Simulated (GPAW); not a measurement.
## Quasiparticle gap of Diamond (Fd-3m, 2 atoms a cell) in GPAW

How does a plane-wave GW calculation on Diamond (Fd-3m, 2 atoms a cell) run from the first input to the gap?

Method: LDA and many-body steps on it, plane waves, in GPAW 26.7.0.

**Experimental background.**

- Gap 5.5 eV: band gap, experimental literature value; bulk crystal (quoted in “Fermi level pinning by defects can explain the large reported carbon 1s binding energy variations in diamond”, 2019, arxiv:1902.02958).

- Gap 5.47 eV: experimental band gap used as input; bulk crystal (quoted in “Enhanced Electron Emission Performance and Air‐Surface Stability in ScO‐Terminated Diamond for Thermionic Energy Converters”, 2024, pmc:11600692).

This is a report of a sequence of runs, with most program output left out.

## Step 1: The structure

Symmetry: Fd-3m, No. 227, cubic system. The conventional cell has a = 3.567 Å, b = 3.567 Å, c = 3.567 Å, α = 90.00°, β = 90.00°, γ = 90.00°. Nearest to C lie 4 C at 1.54 Å.

The cell and positions come from the Crystallography Open Database and are kept as given unless a step says otherwise.

## Step 2: Ground state

This step: GPAW 26.7.0; DFT, LDA, plane waves, PAW.

The ground-state density comes first.

File run.py:

```python
import json
import numpy as np
from gpaw.mpi import world
from ase import Atoms
from gpaw import GPAW, PW, FermiDirac

atoms = Atoms(['C', 'C'],
    cell=[[0.0000000000, 1.7833700000, 1.7833700000],
      [1.7833700000, 0.0000000000, 1.7833700000],
      [1.7833700000, 1.7833700000, 0.0000000000]],
    scaled_positions=[[0.0000000000, 0.0000000000, 0.0000000000],
      [0.2500000000, 0.2500000000, 0.2500000000]],
    pbc=(True, True, True))
calc = GPAW(mode=PW(600),
    xc='LDA',
    kpts={'size': (12, 12, 12), 'gamma': True},
    occupations=FermiDirac(0.001),
    nbands=-7,
    convergence={'density': 1e-6, 'bands': -3},
    maxiter=100,
    txt='gs.txt')
atoms.calc = calc
res = {'energy': atoms.get_potential_energy()}
kpts = calc.get_ibz_k_points()
res['kpts'] = kpts
res['eigenvalues'] = [calc.get_eigenvalues(kpt=k) for k in range(len(kpts))]
res['n_electrons'] = calc.get_number_of_electrons()
calc.write('gs.gpw')

if world.rank == 0:
    with open('result.json', 'w') as f:
        json.dump(res, f, default=lambda x: x.tolist())
```

On the command line:

```console
$ mpirun -n 4 gpaw python run.py
```

Wall time 4.7 s (4 MPI ranks of Arm Neoverse V1, shared host); peak memory 0.56 GiB; 18 s of CPU time.

This step gave:

* total energy: -20.26 eV
* gap: 4.126 eV
* k of the valence top: 0, 0, 0
* k of the conduction bottom: 0.3333, 0.3333, 0
* least direct gap: 5.548 eV

The gap is indirect, with the least direct gap 1.42 eV higher.

## Step 3: Bands along the symmetry lines

Levels along a band path, at the cheap level, show where the edges lie and whether the meshes to come will hold them.

File run.py:

```python
import json
import numpy as np
from gpaw.mpi import world
from gpaw import GPAW

path = [[0.000000, 0.000000, 0.000000],
    [0.062500, 0.000000, 0.062500],
    [0.125000, 0.000000, 0.125000],
    [0.187500, 0.000000, 0.187500],
    [0.250000, 0.000000, 0.250000],
    [0.312500, 0.000000, 0.312500],
    [0.375000, 0.000000, 0.375000],
    [0.437500, 0.000000, 0.437500],
    [0.500000, 0.000000, 0.500000],
    [0.515625, 0.031250, 0.515625],
    [0.531250, 0.062500, 0.531250],
    [0.546875, 0.093750, 0.546875],
    [0.562500, 0.125000, 0.562500],
    [0.578125, 0.156250, 0.578125],
    [0.593750, 0.187500, 0.593750],
    [0.609375, 0.218750, 0.609375],
    [0.625000, 0.250000, 0.625000],
    [0.375000, 0.375000, 0.750000],
    [0.328125, 0.328125, 0.656250],
    [0.281250, 0.281250, 0.562500],
    [0.234375, 0.234375, 0.468750],
    [0.187500, 0.187500, 0.375000],
    [0.140625, 0.140625, 0.281250],
    [0.093750, 0.093750, 0.187500],
    [0.046875, 0.046875, 0.093750],
    [0.000000, 0.000000, 0.000000],
    [0.062500, 0.062500, 0.062500],
    [0.125000, 0.125000, 0.125000],
    [0.187500, 0.187500, 0.187500],
    [0.250000, 0.250000, 0.250000],
    [0.312500, 0.312500, 0.312500],
    [0.375000, 0.375000, 0.375000],
    [0.437500, 0.437500, 0.437500],
    [0.500000, 0.500000, 0.500000],
    [0.500000, 0.468750, 0.531250],
    [0.500000, 0.437500, 0.562500],
    [0.500000, 0.406250, 0.593750],
    [0.500000, 0.375000, 0.625000],
    [0.500000, 0.343750, 0.656250],
    [0.500000, 0.312500, 0.687500],
    [0.500000, 0.281250, 0.718750],
    [0.500000, 0.250000, 0.750000],
    [0.500000, 0.218750, 0.718750],
    [0.500000, 0.187500, 0.687500],
    [0.500000, 0.156250, 0.656250],
    [0.500000, 0.125000, 0.625000],
    [0.500000, 0.093750, 0.593750],
    [0.500000, 0.062500, 0.562500],
    [0.500000, 0.031250, 0.531250],
    [0.500000, 0.000000, 0.500000]]
calc = GPAW('gs.gpw').fixed_density(kpts=path,
    symmetry='off',
    nbands=14,
    convergence={'bands': 10},
    txt='bands.txt')
res = {}
kpts = calc.get_ibz_k_points()
res['kpts'] = kpts
res['eigenvalues'] = [calc.get_eigenvalues(kpt=k) for k in range(len(kpts))]
res['n_electrons'] = calc.get_number_of_electrons()

if world.rank == 0:
    with open('result.json', 'w') as f:
        json.dump(res, f, default=lambda x: x.tolist())
```

On the command line:

```console
$ mpirun -n 4 gpaw python run.py
```

The job ended after 3.9 s (4 MPI ranks; peak memory 0.45 GiB).

This step gave:

| Item | Value |
| --- | --- |
| gap | 4.102 eV |
| k of the valence top | 0, 0, 0 |
| k of the conduction bottom | 0.375, 0, 0.375 |
| least direct gap | 5.548 eV |

The gap is 4.102 eV, −0.024 eV from the run before at this level.

The electronic bands at the labelled points (eV, zero at the top of the highest filled band; v1 is the highest filled band, c1 the lowest empty one):

| point | v4 | v3 | v2 | v1 | c1 | c2 | c3 | c4 |
| --- | --- | --- | --- | --- | --- | --- | --- | --- |
| Γ | -21.32 | 0.00 | 0.00 | 0.00 | 5.55 | 5.55 | 5.55 | 13.55 |
| halfway | -19.04 | -4.41 | -4.12 | -4.12 | 4.42 | 10.19 | 11.49 | 11.49 |
| X | -12.62 | -12.62 | -6.29 | -6.29 | 4.71 | 4.71 | 16.63 | 16.63 |
| halfway | -12.52 | -12.36 | -7.58 | -6.05 | 4.94 | 6.61 | 15.96 | 16.31 |
| U | -12.78 | -11.60 | -9.36 | -5.36 | 5.62 | 10.66 | 14.24 | 15.54 |
| jump to K | -12.78 | -11.60 | -9.36 | -5.36 | 5.62 | 10.66 | 14.24 | 15.54 |
| halfway | -18.77 | -6.43 | -5.56 | -1.74 | 8.09 | 8.62 | 9.99 | 13.64 |
| Γ | -21.32 | 0.00 | 0.00 | 0.00 | 5.55 | 5.55 | 5.55 | 13.55 |
| halfway | -19.61 | -6.54 | -1.74 | -1.74 | 7.73 | 7.73 | 8.19 | 14.60 |
| L | -15.49 | -13.37 | -2.79 | -2.79 | 8.39 | 8.39 | 9.01 | 15.42 |
| halfway | -14.48 | -12.33 | -6.26 | -4.69 | 8.18 | 9.45 | 13.04 | 14.72 |
| W | -11.79 | -11.79 | -8.36 | -8.36 | 10.45 | 10.45 | 12.34 | 12.34 |
| halfway | -12.27 | -12.27 | -7.33 | -7.33 | 6.81 | 6.81 | 15.44 | 15.44 |
| X | -12.62 | -12.62 | -6.29 | -6.29 | 4.71 | 4.71 | 16.63 | 16.63 |

## Step 4: Empty states on the mesh, 8×8×8 mesh, 69 bands

The sums over transitions need many empty states on a uniform mesh; this step solves for them.

File run.py:

```python
import json
import numpy as np
from gpaw.mpi import world
from gpaw import GPAW

calc = GPAW('gs.gpw').fixed_density(kpts={'size': (8, 8, 8), 'gamma': True},
    parallel={'domain': 1, 'band': 1},
    txt='nscf.txt')
calc.diagonalize_full_hamiltonian(nbands=69)
calc.write('full.gpw', mode='all')
res = {}
kpts = calc.get_ibz_k_points()
res['kpts'] = kpts
res['eigenvalues'] = [calc.get_eigenvalues(kpt=k) for k in range(len(kpts))]
res['n_electrons'] = calc.get_number_of_electrons()

if world.rank == 0:
    with open('result.json', 'w') as f:
        json.dump(res, f, default=lambda x: x.tolist())
```

On the command line:

```console
$ mpirun -n 4 gpaw python run.py
```

The job ended after 4.3 s (4 MPI ranks; peak memory 0.63 GiB; 17 s of CPU time).

Numbers from this step:

```yaml
gap: 4.102 eV
k_of_the_valence_top: 0, 0, 0
k_of_the_conduction_bottom: 0.375, 0.375, 0
least_direct_gap: 5.548 eV
k_points_computed: 29
lowest_point_of_the_top_converged_band_above_the_valence_top: 158.9773 eV
```

On this mesh the gap is 4.102 eV.

## Step 5: Screening and self-energy, 8×8×8 mesh, 59 bands, screening to 175 eV

G0W0 replaces the xc potential by the self-energy, built once from these orbitals. Only a window of levels is corrected, while the sums run over the empty bands that the input names.

This step: G0W0 on LDA, plane waves, PAW.

File run.py:

```python
import json
import numpy as np
from gpaw.mpi import world
from gpaw.response.g0w0 import G0W0

gw = G0W0('full.gpw',
    filename='gw',
    kpts=[0, 12],
    bands=(2, 6),
    ecut=175,
    nbands=59,
    integrate_gamma='WS',
    ppa=True)
gw.calculate()
res = {mode: {k: v for k, v in r.items() if k != 'sigma_eskwn'}
       for mode, r in gw.all_results.items()}

if world.rank == 0:
    with open('result.json', 'w') as f:
        json.dump(res, f, default=lambda x: x.tolist())
```

On the command line:

```console
$ mpirun -n 4 gpaw python run.py
```

Elapsed: 48 s, on 4 MPI ranks; peak memory 0.8 GiB; 3.2 min of CPU time.

Numbers from this step:

```
G0W0 gap on the points computed              : 5.377 eV
least direct G0W0 gap on the computed points : 7.281 eV
Z at the valence top                         : 0.8298
Z at the conduction bottom                   : 0.8411
starting gap on the mesh                     : 4.102 eV
k of the valence top                         : 0, 0, 0
k of the conduction bottom                   : 0.375, 0.375, 0
```

The gap on the mesh goes from 4.10 eV to 5.38 eV, a correction of +1.28 eV. The start differs from the 4.13 eV found before because the two sample other k points.

Limits: finite bands, cutoff and mesh. v1 is the top filled band, c1 the lowest empty one. The levels before and after the correction (eV, zero at the valence-band top of each column):

|  | conduction bottom | valence top |
| --- | --- | --- |
| Kohn-Sham | 4.10 | 0.00 |
| G0W0 | 5.38 | 0.00 |

|  | level | energy (eV) |
| --- | --- | --- |
| Kohn-Sham | Γ v2-v1 | 0.000 |
| Kohn-Sham | Γ c1-c2 | 5.548 |
| Kohn-Sham | (0.375 0.375 0) v2-v1 | -5.736 |
| Kohn-Sham | (0.375 0.375 0) c1 | 4.102 |
| Kohn-Sham | (0.375 0.375 0) c2 | 6.653 |
| G0W0 | Γ v2-v1 | 0.000 |
| G0W0 | Γ c1-c2 | 7.281 |
| G0W0 | (0.375 0.375 0) v2-v1 | -6.145 |
| G0W0 | (0.375 0.375 0) c1 | 5.377 |
| G0W0 | (0.375 0.375 0) c2 | 7.941 |

## Step 6: Where the time went

Times are wall times on 4 MPI ranks of Arm Neoverse V1, shared host, good to a factor of about two.

| step | time | share | memory (GiB) |
| --- | --- | --- | --- |
| ground state | 4.7 s | 8 % | 0.56 |
| bands along the symmetry lines | 3.9 s | 6 % | 0.45 |
| empty states on the mesh | 4.3 s | 7 % | 0.63 |
| screening and self-energy | 48 s | 79 % | 0.8 |

## Step 7: Summary of results

```
LDA gap              : 4.10 eV, indirect
G0W0 gap on the mesh : 5.38 eV
GW settings          : 8×8×8 mesh, 59 bands, screening to 175 eV, Godby-Needs plasmon pole
known limits         : not at the basis limit
```

In words: G0W0 moves the gap on the mesh from 4.10 eV to 5.38 eV (+1.28 eV), with Z of 0.83 and 0.84 at the edges. Only 2 of the mesh's irreducible points were corrected, so a valley elsewhere could overtake. The dearest step here is «screening and self-energy». Against experiment, by G0W0@LDA: the gap of 5.38 eV lies −0.12 eV from the measured 5.5 eV (kind not stated, quoted 2019); the gap of 5.38 eV lies −0.09 eV from the measured 5.47 eV (kind not stated, quoted 2024). The calculation has static nuclei and no excitons; a measured gap holds zero-point and thermal motion, which mostly lowers it. Bands and cutoff are finite, so the gap is not at the basis limit. The miss can reach some tenths of an eV and take either sign; the mesh is an error of its own. These stock PAW sets were not made for GW. In the G0W0 run levels were corrected at 2 k points alone, so a gap called «on the mesh» is the least over those, and an edge elsewhere would be missed.

[Paths, hosts, dates, memory and timing lines, banners, echoed tables and standing remarks are left out of the program output.]

[Logs are printed without paths, hosts, clocks, repeated set-up lines and the standing remarks that a program may print on its own settings, such as how far it seeks lower states.]

[Runs of the session that timed out or met a known fault of the program may be left out.]

[Hosts, paths, dates, database ids (printed as entryN), source tags and the programs' standing remarks are cut or masked in the printed files.]
